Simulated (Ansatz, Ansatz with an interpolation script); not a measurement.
An input for Ansatz 0.2.0 (MgH2 (Pbcn)):

```yaml
crystal:
  lattice:
    - [4.47907187, 0.0, 0.0]
    - [0.0, 5.39262234, 0.0]
    - [0.0, 0.0, 4.89550378]
  atoms:
    - { symbol: Mg, position: [0.5, 0.83152757, 0.75] }
    - { symbol: Mg, position: [0.0, 0.66847243, 0.25] }
    - { symbol: Mg, position: [0.5, 0.16847243, 0.25] }
    - { symbol: Mg, position: [0.0, 0.33152757, 0.75] }
    - { symbol: H, position: [0.72769253, 0.89106872, 0.41981232] }
    - { symbol: H, position: [0.22769253, 0.60893128, 0.58018768] }
    - { symbol: H, position: [0.77230747, 0.60893128, 0.91981232] }
    - { symbol: H, position: [0.27230747, 0.89106872, 0.08018768] }
    - { symbol: H, position: [0.72769253, 0.10893128, 0.91981232] }
    - { symbol: H, position: [0.22769253, 0.39106872, 0.08018768] }
    - { symbol: H, position: [0.77230747, 0.39106872, 0.41981232] }
    - { symbol: H, position: [0.27230747, 0.10893128, 0.58018768] }
kpoints:
  mp_grid: { grid: [8, 8, 8] }
hamiltonian:
  xc: lda
scf:
  occupations: { method: fixed }
gw:
  n_empty_bands: 309
  ecut_chi: 110
  qp_bands: [v8, c2]
  screening: { model: contour_deformation }
```

```sh
ansatz run input.yaml --threads 16 --pin off --max-ram 64512MiB --backend cuda --events-out ev --progress --plain --runs-dir out --devices 1 --max-vram 78GiB
```

Question: Estimate wall time and host memory on 1 × NVIDIA GB200 (shared by 2 runs) with 16 threads of Arm Neoverse V2, shared host.

It took 6.6 min; on shared hardware allow 3.3 min to 13 min. Peak host memory was 3.7 GiB. The sizes that set the cost: 2297 plane waves a state, 125 irreducible k points, 333 bands summed, 303 plane waves in the screening and 6 SCF cycles.

The screening grows as filled bands × empty bands × pairs of k points, times the square of the screening basis for the matrix.

[Paths, hosts, dates, memory and timing lines, banners, echoed tables and standing remarks are left out of the program output.]

[Logs are printed without paths, hosts, clocks, repeated set-up lines and the standing remarks that a program may print on its own settings, such as how far it seeks lower states.]

[Runs of the session that timed out or met a known fault of the program may be left out.]

[Hosts, paths, dates, database ids (printed as entryN), source tags and the programs' standing remarks are cut or masked in the printed files.]
